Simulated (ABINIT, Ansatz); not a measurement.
**Converging GW for MgH2 (P4_2/mnm) in ABINIT**

What does each rung of G0W0 on MgH2 (P4_2/mnm) cost, and what does it buy?

Calculated with ABINIT 10.8.3; PBE and many-body steps on it, plane waves.

## 1. Set-up

The structure is tetragonal, space group P4_2/mnm (No. 136). The conventional cell has a = 4.517 Å, b = 4.517 Å, c = 3.020 Å, α = 90.00°, β = 90.00°, γ = 90.00°. Mg has 6 H at 1.95 Å nearest. Nearest to H lie 3 Mg at 1.95 Å. Farther neighbours are not listed.

The cell and positions come from the Crystallography Open Database and are kept as given unless a step says otherwise.

## 2. Empty states on the mesh, 4×4×4 mesh, 415 bands

This step: ABINIT 10.8.3; DFT, PBE, plane waves, norm-conserving pseudopotentials.

The sums over transitions need many empty states on a uniform mesh; this step solves for them.

run.abi reads:

```
acell 3*1.0 Angstrom
rprim 
  4.516800000000 0.000000000000 0.000000000000
  0.000000000000 4.516800000000 0.000000000000
  0.000000000000 0.000000000000 3.020500000000
ntypat 2
znucl 12 1
natom 6
typat 1 1 2 2 2 2
xred 
  0.000000000000 0.000000000000 0.000000000000
  0.500000000000 0.500000000000 0.500000000000
  0.306000000000 0.306000000000 0.000000000000
  0.194000000000 0.806000000000 0.500000000000
  0.694000000000 0.694000000000 0.000000000000
  0.806000000000 0.194000000000 0.500000000000
pp_dirpath "pseudos"
pseudos "Mg.upf, H.upf"
ecut 38
ngkpt 4 4 4
nshiftk 1
shiftk 0 0 0
kptopt 1
chksymbreak 0
irdden 1
istwfk *1
nband 415
prtvol 0
optdriver 6
gwr_task "HDIAGO"
paral_kgb 0
occopt 1
indata_prefix "in"
outdata_prefix "out"
tmpdata_prefix "tmp"
```

On the command line:

```console
OMP_NUM_THREADS=1 mpirun -n 4 abinit run.abi > log
```

Output:

```text
.Version 10.8.3 of ABINIT. v10.8.2 released Aug 2026.

 Symmetries : space group P4_2/m n m (#136); Bravais tP (primitive tetrag.)
[... echo of the input left out ...]
== DATASET  1 ==================================================================
-   mpi_nproc: 4, omp_nthreads: 1 (-1 if OMP is not activated)

--- !DatasetInfo
iteration_state: {dtset: 1, }
dimensions: {natom: 6, nkpt: 18, mband: 415, nsppol: 1, nspinor: 1, nspden: 1, mpw: 4696, }
cutoff_energies: {ecut:  38.0, pawecutdg:  -1.0, }
[...]
Indirect band gap semiconductor
 Fundamental gap:     3.895 (eV)
   VBM:     0.402 (eV) at k: [ 2.5000E-01,  0.0000E+00,  0.0000E+00]
   CBM:     4.297 (eV) at k: [ 5.0000E-01,  5.0000E-01,  5.0000E-01]
 Direct gap:         4.666 (eV) at k: [ 2.5000E-01,  2.5000E-01,  5.0000E-01]

== END DATASET(S) ==============================================================
================================================================================

 -outvars: echo values of variables after computation  --------
           etotal      0.0000000000E+00
            nband         415
             nkpt          18
          spgroup         136
 [... the other variables as echoed above ...]

 Calculation completed.
```

The job ended after 6 min (4 MPI ranks of Arm Neoverse V1, shared host; peak memory 4.9 GiB; 24 min of CPU time).

Numbers from this step:

| Property | Result |
| --- | --- |
| gap | 3.895 eV |
| k of the valence top | 0.25, 0, 0 |
| k of the conduction bottom | 0.5, 0.5, 0.5 |
| least direct gap | 4.666 eV |
| k points computed | 18 |
| lowest point of the top converged band, above the valence top | 191.7578 eV |

On this mesh the gap is 3.895 eV.

The density comes from a self-consistent run that is not shown.

## 3. Screening, 4×4×4 mesh, 61 bands, screening to 95.2 eV

The RPA dielectric matrix is built and inverted for each q.

This step: RPA screening on PBE, plane waves, norm-conserving pseudopotentials.

run.abi: that of step 2 with these lines changed.

```diff
@@ -24,10 +24,11 @@
 chksymbreak 0
-irdden 1
 istwfk *1
-nband 415
-prtvol 0
-optdriver 6
-gwr_task "HDIAGO"
-paral_kgb 0
 occopt 1
+irdwfk 1
+optdriver 3
+nband 61
+ecuteps 3.5
+inclvkb 2
+awtr 1
+symchi 1
 indata_prefix "in"
```

Output:

```text
.Version 10.8.3 of ABINIT. v10.8.2 released Aug 2026.

 Symmetries : space group P4_2/m n m (#136); Bravais tP (primitive tetrag.)
[... echo of the input left out ...]
== DATASET  1 ==================================================================
-   mpi_nproc: 4, omp_nthreads: 1 (-1 if OMP is not activated)

--- !DatasetInfo
iteration_state: {dtset: 1, }
dimensions: {natom: 6, nkpt: 18, mband: 61, nsppol: 1, nspinor: 1, nspden: 1, mpw: 4696, }
cutoff_energies: {ecut:  38.0, pawecutdg:  -1.0, }
electrons: {nelect:   2.40000000E+01, charge:   0.00000000E+00, occopt:   1.00000000E+00, tsmear:   1.00000000E-02, }

 SCREENING: Calculation of the susceptibility and dielectric matrices

 Based on a program developped by R.W. Godby, V. Olevano, G. Onida, and L. Reining.
 Incorporated in ABINIT by V. Olevano, G.-M. Rignanese, and M. Torrent.
.Using double precision arithmetic ; gwpc =  8

[... cell and pseudopotentials left out ...]
--------------------------------------------------------------------------------

 ==== K-mesh for the wavefunctions ====
 Number of points in the irreducible wedge :    18
[... list of points left out ...]
 Together with 16 symmetry operations and time-reversal symmetry
 yields    64 points in the full Brillouin Zone.

 ==== Q-mesh for the screening function ====
 Number of points in the irreducible wedge :    18
[... list of points left out ...]
 Together with 16 symmetry operations and time-reversal symmetry
 yields    64 points in the full Brillouin Zone.

 setmesh: FFT mesh size selected  =    32x   32x   24
          total number of points  =        24576

 vcoul_init : cutoff-mode = AUXILIARY_FUNCTION
 q-points for optical limit:   1
     1)      0.000010    0.000020    0.000030

- screening: taking advantage of time-reversal symmetry
- Maximum band index for partially occupied states nbvw = 12
- Remaining bands to be divided among processors   nbcw = 49
- Number of bands treated by each node ~12

 Number of electrons calculated from density =   24.0000; Expected =   24.0000
 average of density, n =  0.057713
 r_s =    1.6053
 omega_plasma =   23.1736 [eV]

 calculating chi0 at frequencies [eV] :
  1    0.000000E+00    0.000000E+00
  2    0.000000E+00    2.317355E+01

--------------------------------------------------------------------------------
  q-point number  1        q = ( 0.000000, 0.000000, 0.000000) [r.l.u.]
--------------------------------------------------------------------------------
[... chi0 elements left out ...]
 For q-point:  0.000010 0.000020 0.000030
  dielectric constant =   3.6399
  dielectric constant without local fields =   4.0477

  Average fulfillment of the sum rule on Im[epsilon] for q-point    1 :     40.06  [%]
[... wings left out ...]
  q-point number  2        q = ( 0.250000, 0.000000, 0.000000) [r.l.u.]
--------------------------------------------------------------------------------
[... chi0 elements left out ...]
  Average fulfillment of the sum rule on Im[epsilon] for q-point    2 :     48.00  [%]

 [... 16 further q-points ...]
```

The job ended after 57 s (4 MPI ranks; peak memory 1.1 GiB; 3.8 min of CPU time).

Numbers from this step:

```yaml
eps_infinity_with_local_fields_on_this_mesh_along_the_program_s_q_direction: 3.640
the_same_without_local_fields: 4.048
plasma_frequency: 23.17 eV
plane_waves_in_the_screening_matrix: 129
```

Local fields lower ε∞ by 10 %. On a Γ-centred mesh this coarse the value itself is usually too large, while a short band sum pulls it down.

## 4. 61 bands, 95.2 eV

The self-energy is evaluated for the states that the input lists, and the levels follow from it, in one-shot runs by the linearised quasiparticle equation.

This step: G0W0 on PBE, plane waves, norm-conserving pseudopotentials.

run.abi: that of step 3 with these lines changed.

```diff
@@ -27,8 +27,21 @@
 irdwfk 1
-optdriver 3
+optdriver 4
 nband 61
+gwcalctyp 0
+ecutsigx 38
+symsigma 1
+nkptgw 4
+kptgw 
+  0.2500000000 0.0000000000 0.0000000000
+  0.5000000000 0.5000000000 0.5000000000
+  0.2500000000 0.2500000000 0.5000000000
+  0.0000000000 0.0000000000 0.0000000000
+bdgw 
+  11 14
+  11 14
+  11 14
+  10 14
 ecuteps 3.5
-inclvkb 2
-awtr 1
-symchi 1
+irdscr 1
+ppmodel 1
 indata_prefix "in"
```

Output:

```text
.Version 10.8.3 of ABINIT. v10.8.2 released Aug 2026.

 Symmetries : space group P4_2/m n m (#136); Bravais tP (primitive tetrag.)
[... echo of the input left out ...]
== DATASET  1 ==================================================================
-   mpi_nproc: 4, omp_nthreads: 1 (-1 if OMP is not activated)

--- !DatasetInfo
iteration_state: {dtset: 1, }
dimensions: {natom: 6, nkpt: 18, mband: 61, nsppol: 1, nspinor: 1, nspden: 1, mpw: 4696, }
cutoff_energies: {ecut:  38.0, pawecutdg:  -1.0, }
electrons: {nelect:   2.40000000E+01, charge:   0.00000000E+00, occopt:   1.00000000E+00, tsmear:   1.00000000E-02, }

 SIGMA: Calculation of the GW corrections

 Based on a program developped by R.W. Godby, V. Olevano, G. Onida, and L. Reining.
 Incorporated in ABINIT by V. Olevano, G.-M. Rignanese, and M. Torrent.
.Using double precision arithmetic ; gwpc =  8

[... cell and pseudopotentials left out ...]
--------------------------------------------------------------------------------

 ==== K-mesh for the wavefunctions ====
 Number of points in the irreducible wedge :    18
[... list of points left out ...]
 Together with 16 symmetry operations and time-reversal symmetry
 yields    64 points in the full Brillouin Zone.

 ==== Q-mesh for screening function ====
 Number of points in the irreducible wedge :    18
[... list of points left out ...]
 Together with 16 symmetry operations and time-reversal symmetry
 yields    64 points in the full Brillouin Zone.

 vcoul_init : cutoff-mode = AUXILIARY_FUNCTION
 q-points for optical limit:   1
     1)      0.000010    0.000020    0.000030
 setmesh: FFT mesh size selected  =    48x   48x   32
          total number of points  =        73728

 Number of electrons calculated from density =   24.0000; Expected =   24.0000
 average of density, n =  0.057713
 r_s =    1.6053
 omega_plasma =   23.1736 [eV]

 === KS Band Gaps ===
  >>>> For spin  1
   Minimum direct gap =   4.6658 [eV], located at k-point      :   0.2500  0.2500  0.5000
   Fundamental gap    =   3.8953 [eV], Top of valence bands at :   0.2500  0.0000  0.0000
                                       Bottom of conduction at :   0.5000  0.5000  0.5000
 SIGMA fundamental parameters:
 PLASMON POLE MODEL  1
 number of plane-waves for SigmaX                 4651
 number of plane-waves for SigmaC and W            129
 number of plane-waves for wavefunctions          4651
 number of bands                                    61
 number of independent spin polarizations            1
 number of spinorial components                      1
 number of k-points in IBZ                          18
 number of q-points in IBZ                          18
 number of symmetry operations                      16
 number of k-points in BZ                           64
 number of q-points in BZ                           64
 number of frequencies for dSigma/dE                 9
 frequency step for dSigma/dE [eV]                0.25
 number of omega for Sigma on real axis              0
 max omega for Sigma on real axis  [eV]           0.00
 zcut for avoiding poles [eV]                     0.10

 EPSILON^-1 parameters (SCR file):
 dimension of the eps^-1 matrix on file            129
 dimension of the eps^-1 matrix used               129
 number of plane-waves for wavefunctions          4651
 number of bands                                    61
 number of q-points in IBZ                          18
 number of frequencies                               2
 number of real frequencies                          1
 number of imag frequencies                          1

 matrix elements of self-energy operator (all in [eV])

 Perturbative Calculation

--- !SelfEnergy_ee
iteration_state: {dtset: 1, }
kpoint     : [   0.250,    0.000,    0.000, ]
spin       : 1
KS_gap     :    4.798
QP_gap     :    6.645
Delta_QP_KS:    1.847
data: !SigmaeeData |
     Band     E0 <VxcDFT>   SigX SigC(E0)      Z dSigC/dE  Sig(E)    E-E0       E
       11  -0.710 -11.185 -15.060   2.371   0.776  -0.289 -12.353  -1.168  -1.877
       12   0.402 -11.630 -15.054   2.111   0.784  -0.276 -12.659  -1.029  -0.627
       13   5.200  -8.565  -4.388  -3.183   0.823  -0.215  -7.747   0.818   6.018
       14   6.926  -8.266  -3.848  -3.422   0.816  -0.225  -7.453   0.812   7.739

--- !SelfEnergy_ee
iteration_state: {dtset: 1, }
kpoint     : [   0.500,    0.500,    0.500, ]
spin       : 1
KS_gap     :    4.769
QP_gap     :    6.826
Delta_QP_KS:    2.057
data: !SigmaeeData |
     Band     E0 <VxcDFT>   SigX SigC(E0)      Z dSigC/dE  Sig(E)    E-E0       E
       11  -0.472 -11.049 -14.865   2.319   0.778  -0.285 -12.214  -1.165  -1.637
       12  -0.472 -11.049 -14.865   2.319   0.778  -0.285 -12.214  -1.165  -1.637
[...]
--- !SelfEnergy_ee
iteration_state: {dtset: 1, }
kpoint     : [   0.250,    0.250,    0.500, ]
spin       : 1
KS_gap     :    4.666
QP_gap     :    6.649
Delta_QP_KS:    1.983
data: !SigmaeeData |
     Band     E0 <VxcDFT>   SigX SigC(E0)      Z dSigC/dE  Sig(E)    E-E0       E
[...]
--- !SelfEnergy_ee
iteration_state: {dtset: 1, }
kpoint     : [   0.000,    0.000,    0.000, ]
spin       : 1
KS_gap     :    5.246
QP_gap     :    6.785
Delta_QP_KS:    1.539
data: !SigmaeeData |
     Band     E0 <VxcDFT>   SigX SigC(E0)      Z dSigC/dE  Sig(E)    E-E0       E
[...]
12  -0.039 -11.484 -14.821   2.078   0.782  -0.279 -12.469  -0.985  -1.023
       13   5.207  -6.816  -2.910  -3.238   0.829  -0.206  -6.262   0.554   5.762
       14   5.547  -9.978  -5.729  -3.071   0.815  -0.227  -9.018   0.960   6.507

== END DATASET(S) ==============================================================
================================================================================

 -outvars: echo values of variables after computation  --------
           etotal      0.0000000000E+00
            nband          61
             nkpt          18
          spgroup         136
 [... the other variables as echoed above ...]

 Calculation completed.
```

The job ended after 11 s (4 MPI ranks; peak memory 0.88 GiB; 44 s of CPU time).

Numbers from this step:

* G0W0 gap on the mesh: 5.816 eV
* starting gap on the mesh: 3.895 eV
* k of the valence top: 0.25, 0, 0
* k of the conduction bottom: 0.5, 0.5, 0.5
* Z at the valence top: 0.784
* Z at the conduction bottom: 0.822
* least direct G0W0 gap on the computed points: 6.645 eV

The gap on the mesh goes from 3.90 eV to 5.82 eV, a correction of +1.92 eV.

## 5. Screening, 4×4×4 mesh, 173 bands, screening to 176.9 eV

This step: RPA screening on PBE, plane waves, norm-conserving pseudopotentials.

run.abi: that of step 4 with these lines changed.

```diff
@@ -27,21 +27,8 @@
 irdwfk 1
-optdriver 4
-nband 61
-gwcalctyp 0
-ecutsigx 38
-symsigma 1
-nkptgw 4
-kptgw 
-  0.2500000000 0.0000000000 0.0000000000
-  0.5000000000 0.5000000000 0.5000000000
-  0.2500000000 0.2500000000 0.5000000000
-  0.0000000000 0.0000000000 0.0000000000
-bdgw 
-  11 14
-  11 14
-  11 14
-  10 14
-ecuteps 3.5
-irdscr 1
-ppmodel 1
+optdriver 3
+nband 173
+ecuteps 6.5
+inclvkb 2
+awtr 1
+symchi 1
 indata_prefix "in"
```

Output:

```text
.Version 10.8.3 of ABINIT. v10.8.2 released Aug 2026.

 Symmetries : space group P4_2/m n m (#136); Bravais tP (primitive tetrag.)
[... echo of the input left out ...]
== DATASET  1 ==================================================================
-   mpi_nproc: 4, omp_nthreads: 1 (-1 if OMP is not activated)

--- !DatasetInfo
iteration_state: {dtset: 1, }
dimensions: {natom: 6, nkpt: 18, mband: 173, nsppol: 1, nspinor: 1, nspden: 1, mpw: 4696, }
cutoff_energies: {ecut:  38.0, pawecutdg:  -1.0, }
electrons: {nelect:   2.40000000E+01, charge:   0.00000000E+00, occopt:   1.00000000E+00, tsmear:   1.00000000E-02, }

 SCREENING: Calculation of the susceptibility and dielectric matrices

 Based on a program developped by R.W. Godby, V. Olevano, G. Onida, and L. Reining.
 Incorporated in ABINIT by V. Olevano, G.-M. Rignanese, and M. Torrent.
.Using double precision arithmetic ; gwpc =  8

[... cell and pseudopotentials left out ...]
--------------------------------------------------------------------------------

 ==== K-mesh for the wavefunctions ====
 Number of points in the irreducible wedge :    18
[... list of points left out ...]
 Together with 16 symmetry operations and time-reversal symmetry
 yields    64 points in the full Brillouin Zone.

 ==== Q-mesh for the screening function ====
 Number of points in the irreducible wedge :    18
[... list of points left out ...]
 Together with 16 symmetry operations and time-reversal symmetry
 yields    64 points in the full Brillouin Zone.

 setmesh: FFT mesh size selected  =    36x   36x   24
          total number of points  =        31104

 vcoul_init : cutoff-mode = AUXILIARY_FUNCTION
 q-points for optical limit:   1
     1)      0.000010    0.000020    0.000030

- screening: taking advantage of time-reversal symmetry
- Maximum band index for partially occupied states nbvw = 12
- Remaining bands to be divided among processors   nbcw = 161
- Number of bands treated by each node ~40

 Number of electrons calculated from density =   24.0000; Expected =   24.0000
 average of density, n =  0.057713
 r_s =    1.6053
 omega_plasma =   23.1736 [eV]

 calculating chi0 at frequencies [eV] :
  1    0.000000E+00    0.000000E+00
  2    0.000000E+00    2.317355E+01

--------------------------------------------------------------------------------
  q-point number  1        q = ( 0.000000, 0.000000, 0.000000) [r.l.u.]
--------------------------------------------------------------------------------
[... chi0 elements left out ...]
 For q-point:  0.000010 0.000020 0.000030
  dielectric constant =   3.6619
  dielectric constant without local fields =   4.0598

  Average fulfillment of the sum rule on Im[epsilon] for q-point    1 :     66.91  [%]
[... wings left out ...]
  q-point number  2        q = ( 0.250000, 0.000000, 0.000000) [r.l.u.]
--------------------------------------------------------------------------------
[... chi0 elements left out ...]
  Average fulfillment of the sum rule on Im[epsilon] for q-point    2 :     73.54  [%]

 [... 16 further q-points ...]
```

Run time: 3.9 min. Hardware: 4 MPI ranks; peak memory 2.4 GiB; 16 min of CPU time.

Numbers from this step:

* ε∞ with local fields, on this mesh, along the program's q direction: 3.662
* the same without local fields: 4.060
* plasma frequency: 23.17 eV
* plane waves in the screening matrix: 315

(Part 1 of 2 ends here.)

[Paths, hosts, dates, memory and timing lines, banners, echoed tables and standing remarks are left out of the program output.]

[Logs are printed without paths, hosts, clocks, repeated set-up lines and the standing remarks that a program may print on its own settings, such as how far it seeks lower states.]

[Runs of the session that timed out or met a known fault of the program may be left out.]

[Hosts, paths, dates, database ids (printed as entryN), source tags and the programs' standing remarks are cut or masked in the printed files.]

[G0W0 gaps are taken among the corrected bands and points alone; a level outside them can change the order at an edge.]

[Where Ansatz stands beside ABINIT at settings called matched, ABINIT's density can come from a denser mesh and the files from another edition; pairs whose starting gaps differed by over 0.03 eV were left out, so agreement reads better than it is.]
